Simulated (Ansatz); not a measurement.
**TaInS3 (model cell, started as cubic perovskite with Ta in the octahedra): a soft mode frozen in**

Wanted: the energy along a soft mode of TaInS3 (model cell, started as cubic perovskite with Ta in the octahedra) and the structure at the end.

Calculated with Ansatz 0.2.0; DFT PBE, scalar-relativistic, plane waves, PAW; PAW set soft_1.

Report form: the programs' logs are mostly left out.

The structure was built from a prototype and need not be the compound's stable phase.

## Step 1: The starting structure

The structure is cubic, space group Pm-3m (No. 221). The conventional cell has a = 4.858 Å, b = 4.858 Å, c = 4.858 Å, α = 90.00°, β = 90.00°, γ = 90.00°. In has 12 S at 3.43 Å nearest. Nearest to Ta lie 6 S at 2.43 Å. Nearest to S lie 2 Ta at 2.43 Å. Farther neighbours and most contacts between anions are not listed.

## Step 2: Phonons on a q mesh

The cell comes from relaxations at this level that are not shown. Stability and thermal properties need the whole zone. Linear response on a 2×2×2 q mesh gives force constants as far as a supercell of that size would.

The input, input.yaml:

```yaml
crystal:
  lattice:
    - [4.8575955774, 0.0, 0.0]
    - [0.0, 4.8575955774, 0.0]
    - [0.0, 0.0, 4.8575955774]
  atoms:
    - { symbol: In, position: [0.0, 0.0, 0.0] }
    - { symbol: Ta, position: [0.5, 0.5, 0.5] }
    - { symbol: S, position: [0.5, 0.5, 0.0] }
    - { symbol: S, position: [0.5, 0.0, 0.5] }
    - { symbol: S, position: [0.0, 0.5, 0.5] }
kpoints:
  mp_grid: { grid: [8, 8, 8] }
hamiltonian:
  xc: pbe
  pseudopotentials: { kind: paw, azcp: { folder: soft_1 } }
scf:
  occupations: { method: methfessel_paxton, width: 0.2 }
output:
  eigenvalues: true
phonons:
  method: dfpt
  qmesh: [2, 2, 2]
  temperatures: { t_max: 1000, t_step: 50 }
  qpath:
    path:
      - [[0.0, 0.0, 0.0], [0.0, 0.5, 0.0], [0.5, 0.5, 0.0], [0.0, 0.0, 0.0], [0.5, 0.5, 0.5], [0.0, 0.5, 0.0]]
      - [[0.5, 0.5, 0.5], [0.5, 0.5, 0.0]]
    npoints: 10
```

The run is started by

```bash
$ ansatz run input.yaml --threads 4 --pin off --max-ram 16384MiB --backend cpu --events-out ev --progress --plain --runs-dir out
```

Wall time 3.8 min (4 threads of Arm Neoverse V1, shared host); peak memory 1.2 GiB.

Numbers from this step:

```yaml
volume_per_atom: 22.92 Å³
gap_on_the_k_mesh: 0 eV
sum_rule_residual_before_enforcement: 1.07e-5 eV/Å²
lowest_frequency_on_the_path: -101.4 cm⁻¹
point_group: m-3m
highest_frequency_on_the_path_or_at_a_solved_wavevector: 477.1 cm⁻¹
highest_optical_mode_at_the_zone_centre_no_lo_to_term: 301.7 cm⁻¹
lowest_optical_zone_centre_mode: -42.99 cm⁻¹
lowest_mode_on_the_q_mesh_acoustic_modes_at_gamma_apart: -101.4 cm⁻¹
```

Frequencies (cm⁻¹) solved at each irreducible wavevector; negative means imaginary. Frequencies by wavevector, by row:

```tsv
q in reciprocal lattice units	star	mode 1	mode 2	mode 3	mode 4	mode 13	mode 14	mode 15
0 0 0	1	-43	-43	-43	0	301.7	301.7	301.7
0 0 -0.5	3	-19.8	-19.8	19	19	286.5	286.5	417.1
0 -0.5 -0.5	3	-92.3	-26.6	14.6	14.6	201.9	271.6	451
-0.5 -0.5 -0.5	1	-101.4	-101.4	-95.2	-95.2	190.7	190.7	477.1
```

Interpolated from a 2×2×2 q mesh. Phonon branches along the path, in cm⁻¹:

```tsv
point	branch 1	branch 2	branch 3	branch 4	branch 12	branch 13	branch 14	branch 15
Γ	-43	-43	-43	0	112	302	302	302
halfway	-23	-23	22	22	130	295	295	360
X	-20	-20	19	19	180	286	286	417
halfway	-23	15	18	20	192	247	280	432
M	-92	-27	15	15	185	202	272	451
halfway	-22	13	22	23	170	275	288	394
Γ	-43	-43	-43	0	112	302	302	302
halfway	4	15	15	30	168	250	250	425
R	-101	-101	-95	-95	191	191	191	477
halfway	-24	10	10	20	190	210	218	452
X	-20	-20	19	19	180	286	286	417
jump to R	-101	-101	-95	-95	191	191	191	477
halfway	-94	-25	-25	20	182	182	196	468
M	-92	-27	15	15	185	202	272	451
```

Symmetry leaves 4 wavevectors to solve. The lowest mode among them, the acoustic zeros apart, lies at q = (-0.5, -0.5, -0.5) and is imaginary, 101.4i cm⁻¹, so the energy falls along it.

## Step 3: The mode frozen in, largest atomic shift 0 Å

The mode followed lies at q = (-0.5, -0.5, -0.5) with frequency 95.2i cm⁻¹ and is 3-fold degenerate, one of the unstable modes though not the softest. At small amplitude the distorted cell has space group no. 167 by a symmetry search on the positions. The undistorted cell that holds it gives the zero of energy on the same k mesh.

System of this step: TaInS3 (model cell, started as cubic perovskite with Ta in the octahedra). The structure is cubic, space group Pm-3m (No. 221). Conventional cell: a = 4.858 Å, b = 4.858 Å, c = 4.858 Å, α = 90.00°, β = 90.00°, γ = 90.00°. Nearest to In lie 12 S at 3.43 Å. Nearest to Ta lie 6 S at 2.43 Å. Nearest to S lie 2 Ta at 2.43 Å. Farther neighbours and most contacts between anions are not listed.

input.yaml, the sections that differ from step 2:

```yaml
crystal:
  lattice:
    - [4.8575955774, 4.8575955774, 0.0]
    - [4.8575955774, 0.0, 4.8575955774]
    - [4.8575955774, 0.0, -4.8575955774]
  atoms:
    - { symbol: In, position: [0.0, 0.0, 1.0] }
    - { symbol: In, position: [0.0, 0.5, 0.5] }
    - { symbol: Ta, position: [0.5, 0.25, 0.75] }
    - { symbol: Ta, position: [0.5, 0.75, 0.25] }
    - { symbol: S, position: [0.5, 0.0, 1.0] }
    - { symbol: S, position: [0.5, 0.5, 0.5] }
    - { symbol: S, position: [0.0, 0.0, 0.5] }
    - { symbol: S, position: [0.0, 0.5, 0.0] }
    - { symbol: S, position: [0.5, 0.0, 0.5] }
    - { symbol: S, position: [0.5, 0.5, 0.0] }
output:
  forces: true
  stress: true
  eigenvalues: true
# kpoints, hamiltonian, scf: as in step 2
# phonons: removed
```

The job ended after 5.3 s (4 threads; peak memory 0.76 GiB; 20 s of CPU time).

Numbers from this step:

- pressure: -0.05682 GPa
- energy from the undistorted cell: 0 meV/atom

The run ends at a pressure of -0.06 GPa.

## Step 4: The mode frozen in, largest atomic shift 0.6 Å

The atoms are moved along the unstable eigenvector, the largest shift by 0.6 Å, with the cell fixed.

input.yaml, the sections that differ from step 3:

```yaml
crystal:
  lattice:
    - [4.8575955774, 4.8575955774, 0.0]
    - [4.8575955774, 0.0, 4.8575955774]
    - [4.8575955774, 0.0, -4.8575955774]
  atoms:
    - { symbol: In, position: [0.0, 0.0, 1.0] }
    - { symbol: In, position: [0.0, 0.5, 0.5] }
    - { symbol: Ta, position: [0.5, 0.25, 0.75] }
    - { symbol: Ta, position: [0.5, 0.75, 0.25] }
    - { symbol: S, position: [0.587340344, 0.0, 1.0] }
    - { symbol: S, position: [0.412659656, 0.5, 0.5] }
    - { symbol: S, position: [0.0, 0.087340344, 0.5] }
    - { symbol: S, position: [0.0, 0.412659656, 0.0] }
    - { symbol: S, position: [0.587340344, -0.087340344, 0.5] }
    - { symbol: S, position: [0.412659656, 0.587340344, 0.0] }
# kpoints, hamiltonian, scf, output: as in step 3
```

Run time: 12 s. Hardware: 4 threads; peak memory 0.96 GiB; 46 s of CPU time.

This step gave:

| Property | Result |
| --- | --- |
| pressure | -5.008 GPa |
| energy from the undistorted cell | -48.29 meV/atom |

The energy, extrapolated to zero smearing, is -48.29 meV/atom against the undistorted cell.

The run ends at a pressure of -5.01 GPa, with forces up to 0.078 eV/Å.

## Step 5: Energy along the mode, all amplitudes (two of the runs are shown above)

An imaginary frequency means negative curvature, so the energy should fall and then rise again as anharmonic terms take over.

This step gave:

```
depth at the lowest point sampled  : 48.29 meV/atom
largest atomic shift at that point : 0.6 Å
```

Energy from the parent against largest atomic shift:

```tsv
largest atomic shift (Å)	energy from the parent (meV/atom)
0.000	0
0.040	-0.528
0.080	-2.11
0.140	-6.45
0.220	-15.4
0.320	-29.0
0.450	-44.2
0.600	-48.3
```

Displacement at unit largest shift by atom:

```tsv
atom	x (Å)	y (Å)	z (Å)	size
In1	0.000	0.000	0.000	0.000
In2	0.000	0.000	0.000	0.000
Ta3	0.000	0.000	0.000	0.000
Ta4	0.000	0.000	0.000	0.000
S5	0.707	0.707	0.000	1.000
S6	-0.707	-0.707	0.000	1.000
S7	0.707	0.000	0.707	1.000
S8	-0.707	0.000	-0.707	1.000
S9	0.000	0.707	-0.707	1.000
S10	0.000	-0.707	0.707	1.000
```

The lowest of the steps tried is the last one, at 0.6 Å, 48.3 meV/atom below the parent; the bottom of the well need not coincide with a step.

## Step 6: Relaxing from the distorted cell

Starting from the lowest point found, all atoms and the cell are let go, so that strain and other modes of the same symmetry can join in.

Changes to input.yaml since step 4:

```diff
@@ -27 +27,6 @@
   eigenvalues: true
+relax:
+  adjacent_minimum: "off"
+  f_tol: 0.002
+  max_steps: 120
+  cell: { stress_tol: 0.03 }
```

Run time: 72 s. Hardware: 4 threads; peak memory 1 GiB.

The steps of the relaxation:

```tsv
step	energy less that of the first step (eV)	largest force component (eV/Å)	pressure (GPa)	volume (Å³)
1	0.0000	0.0551	-5.01	229.24
2	-0.2562	0.1604	1.84	209.75
3	-0.3115	0.0627	-0.26	212.54
4	-0.3275	0.0017	-0.24	210.54
5	-0.3281	0.0010	0.00	209.74
6*	-0.3258	0.0010	-0.01	209.74
```

Relaxation steps marked * repeat the geometry before them on a plane-wave basis chosen anew for their cell, so energy and pressure can jump there.

The run keeps the 12 symmetry operations that it works with, so distortions that break them were not tested.

```tsv
conventional cell, symmetrised	before	after	change
a (Å)	6.870	6.782	-1.3 %
b (Å)	6.870	6.782	-1.3 %
c (Å)	16.827	15.796	-6.1 %
volume (Å³/atom)	22.92	20.97	-8.5 %
```

The atoms that moved most (Å, as changes of fractional coordinates times the final cell):

```tsv
atom	dx	dy	dz	length
S5	0.069	0.069	0.000	0.098
S9	0.000	0.069	-0.069	0.098
S8	-0.069	0.000	-0.069	0.098
S7	0.069	0.000	0.069	0.098
S10	0.000	-0.069	0.069	0.098
S6	-0.069	-0.069	0.000	0.098
```

Final coordinates:

```cif
data_structure
_symmetry_space_group_name_H-M 'P 1'
_symmetry_Int_Tables_number 1
_cell_length_a 6.7820
_cell_length_b 6.7820
_cell_length_c 6.5618
_cell_angle_alpha 90.000
_cell_angle_beta 58.883
_cell_angle_gamma 60.000
_cell_volume 209.74
loop_
_atom_site_label
_atom_site_type_symbol
_atom_site_fract_x
_atom_site_fract_y
_atom_site_fract_z
_atom_site_occupancy
In1 In 0.00000 0.00000 0.00000 1
In2 In 0.00000 0.50000 0.50000 1
Ta3 Ta 0.50000 0.25000 0.75000 1
Ta4 Ta 0.50000 0.75000 0.25000 1
S5 S 0.60173 0.00000 0.00000 1
S6 S 0.39827 0.50000 0.50000 1
S7 S 0.00000 0.10173 0.50000 1
S8 S 0.00000 0.39827 0.00000 1
S9 S 0.60173 0.89827 0.50000 1
S10 S 0.39827 0.60173 0.00000 1
```

Numbers from this step:

| Quantity | Value |
| --- | --- |
| pressure | -0.006571 GPa |
| volume per atom | 20.97 Å³ |

The distorted start has space group R-3c; the relaxation ends in R-3c.

## Step 7: The new phase in its own primitive cell

The relaxed structure is symmetrised, reduced to its primitive cell and relaxed tightly, as its phonons need.

The input, input.yaml:

```yaml
crystal:
  lattice:
    - [3.3910094425, 1.9578002145, 5.2654545612]
    - [-3.3910094425, 1.9578002145, 5.2654545612]
    - [0.0, -3.9156004289, 5.2654545612]
  atoms:
    - { symbol: In, position: [0.75, 0.75, 0.75] }
    - { symbol: In, position: [0.25, 0.25, 0.25] }
    - { symbol: Ta, position: [0.5, 0.5, 0.5] }
    - { symbol: Ta, position: [0.0, 0.0, 0.0] }
    - { symbol: S, position: [0.3517300152, 0.75, 0.1482699848] }
    - { symbol: S, position: [0.6482699848, 0.25, 0.8517300152] }
    - { symbol: S, position: [0.8517300152, 0.6482699848, 0.25] }
    - { symbol: S, position: [0.1482699848, 0.3517300152, 0.75] }
    - { symbol: S, position: [0.25, 0.8517300152, 0.6482699848] }
    - { symbol: S, position: [0.75, 0.1482699848, 0.3517300152] }
kpoints:
  mp_grid: { grid: [9, 9, 9] }
hamiltonian:
  xc: pbe
  pseudopotentials: { kind: paw, azcp: { folder: soft_1 } }
scf:
  occupations: { method: methfessel_paxton, width: 0.2 }
output:
  forces: true
  stress: true
  eigenvalues: true
relax:
  adjacent_minimum: "off"
  f_tol: 0.001
  max_steps: 60
  cell: { stress_tol: 0.01 }
```

Elapsed: 58 s, on 4 threads; peak memory 1.1 GiB; 3.8 min of CPU time.

Little changed from the start: no atom moved by 0.005 Å and no cell edge by 0.1 %.

Numbers from this step:

| Quantity | Value |
| --- | --- |
| pressure | 8.70e-4 GPa |
| volume per atom | 20.98 Å³ |

The largest force component left is 0.57 meV/Å and the pressure is 0.001 GPa, within the tolerances set. The cell now holds 20.98 Å³/atom.

## Step 8: Modes of the new phase, k-mesh 9×9×9

A relaxed structure may still be a saddle point, so its zone-centre modes are computed. No field response is asked, since the mesh shows no gap.

The input, input.yaml:

```yaml
crystal:
  lattice:
    - [3.3901795315, 1.9573210651, 5.2692978199]
    - [-3.3901795315, 1.9573210651, 5.2692978199]
    - [0.0, -3.9146421302, 5.2692978199]
  atoms:
    - { symbol: In, position: [0.75, 0.75, 0.75] }
    - { symbol: In, position: [0.25, 0.25, 0.25] }
    - { symbol: Ta, position: [0.5, 0.5, 0.5] }
    - { symbol: Ta, position: [0.0, 0.0, 0.0] }
    - { symbol: S, position: [0.3515415305, 0.75, 0.1484584695] }
    - { symbol: S, position: [0.6484584695, 0.25, 0.8515415305] }
    - { symbol: S, position: [0.8515415305, 0.6484584695, 0.25] }
    - { symbol: S, position: [0.1484584695, 0.3515415305, 0.75] }
    - { symbol: S, position: [0.25, 0.8515415305, 0.6484584695] }
    - { symbol: S, position: [0.75, 0.1484584695, 0.3515415305] }
kpoints:
  mp_grid: { grid: [9, 9, 9] }
hamiltonian:
  xc: pbe
  pseudopotentials: { kind: paw, azcp: { folder: soft_1 } }
scf:
  occupations: { method: methfessel_paxton, width: 0.2 }
output:
  eigenvalues: true
phonons:
  method: dfpt
```

Run time: 17 min. Hardware: 4 threads; peak memory 11 GiB.

Numbers from this step:

* sum-rule residual before enforcement: 5.60e-5 eV/Å²
* point group: -3m
* highest optical mode at the zone centre (no LO-TO term): 432.5 cm⁻¹
* lowest optical zone-centre mode: -27.45 cm⁻¹

Patterns of degenerate modes are one choice out of their space. Modes at Γ, with each element's share of the kinetic energy (negative means imaginary):

```tsv
mode	frequency (cm⁻¹)	symmetry	In %	Ta %	S %
1	-27.4	A2u	70	15	14
2	-21.4	A2g	100	0	0
3	0.0	acoustic	29	46	25
4	0.0	acoustic	29	46	25
5	0.0	acoustic	29	46	25
6	68.5	Eg	64	0	36
7	68.5	Eg	64	0	36
8	82.3	Eu	53	30	17
9	82.3	Eu	53	30	17
10	104.2	A1u	0	90	10
11	116.1	Eu	1	22	77
12	116.1	Eu	1	22	77
13	120.3	Eg	32	0	68
14	120.3	Eg	32	0	68
15	131.1	A2u	0	33	66
16	155.3	Eu	8	91	1
17	155.3	Eu	8	91	1
18	161.3	A1g	0	0	100
19	173.2	A1u	0	10	90
20	178.1	A2g	0	0	100
21	205.3	Eu	9	9	83
22	205.3	Eu	9	9	83
23	250.7	Eg	4	0	96
24	250.7	Eg	4	0	96
25	276.7	A2u	0	5	95
26	312.4	Eu	0	1	98
27	312.4	Eu	0	1	98
28	323.4	Eg	0	0	100
29	323.4	Eg	0	0	100
30	432.5	A2g	0	0	100
```

Displacements in mode 1 (-27.4 cm⁻¹), the largest set to 1:
```
In1  0.00  0.00  1.00
In2  0.00  0.00  1.00
Ta3  0.00  0.00 -0.37
Ta4  0.00  0.00 -0.37
S5   0.00  0.00 -0.49
S6   0.00  0.00 -0.49
S7   0.00  0.00 -0.49
S8   0.00  0.00 -0.49
S9   0.00  0.00 -0.49
S10  0.00  0.00 -0.49
```

Displacements in mode 6 (68.5 cm⁻¹), the largest set to 1:
```
In1  1.00  0.31  0.00
In2 -1.00 -0.31  0.00
Ta3  0.00  0.00  0.00
Ta4  0.00  0.00  0.00
S5   0.56  0.19 -0.60
S6  -0.56 -0.19  0.60
S7  -0.58 -0.17  0.26
S8   0.58  0.17 -0.26
S9  -0.56 -0.16 -0.85
S10  0.56  0.16  0.85
```

Before it was imposed, the acoustic sum rule was missed by 5.6e-5 eV/Å². Small misses are needed for a sound result but don't prove that mesh and cutoff are converged. The lowest optical mode is imaginary, 27.4i cm⁻¹, so the energy falls along it.

## Step 9: Summary of results

| Quantity | Value |
| --- | --- |
| unstable mode of the parent | q = (-0.5, -0.5, -0.5), 95i cm⁻¹ |
| depth at the lowest point sampled | 48.3 meV/atom |
| largest atomic shift at that point | 0.6 Å |
| space group reached (within 0.01 Å) | R-3c |
| energy gained over the parent (first relaxation, on the mesh of the frozen mode) | 80.9 meV/atom |
| volume per atom, phase reached | 21.0 Å³ |
| lowest optical zone-centre mode, phase reached | -27.4 cm⁻¹ |
| highest optical mode at the zone centre (no LO-TO term), phase reached | 433 cm⁻¹ |

**Reading.** Along this mode the structure falls into R-3c, 80.9 meV/atom below the parent. At the parent's cell the well is 48.29 meV/atom deep on the steps tried, with its lowest point at a shift of 0.6 Å. That is the last step tried, so the steps alone don't bracket the bottom of the well. Relaxing atoms and cell changes the gain by +32.58 meV/atom against the lowest step (energies at zero smearing). The new phase still has an imaginary mode at the zone centre of its cell, so it is a saddle point on the way to a lower structure. Of the 6 patterns followed to their end from this parent, this one reaches the lowest energy. Each path keeps the symmetry of its pattern, so a lower phase may lie along a pattern not tried. With no gap, or one that is small against the smearing, the frequencies hang on the k mesh and the smearing, most of all near Kohn anomalies. A semilocal functional can close a gap that the real compound would have, so the metallic treatment may be an artefact of the level. Spin-orbit coupling is left out, which can matter for the heavy elements here. The starting cell was built on a prototype and not taken from a measurement, so the phase need not exist.

[Logs are printed without paths, hosts, clocks, repeated set-up lines and the standing remarks that a program may print on its own settings, such as how far it seeks lower states.]

[Hosts, paths, dates, database ids (printed as entryN), source tags and the programs' standing remarks are cut or masked in the printed files.]
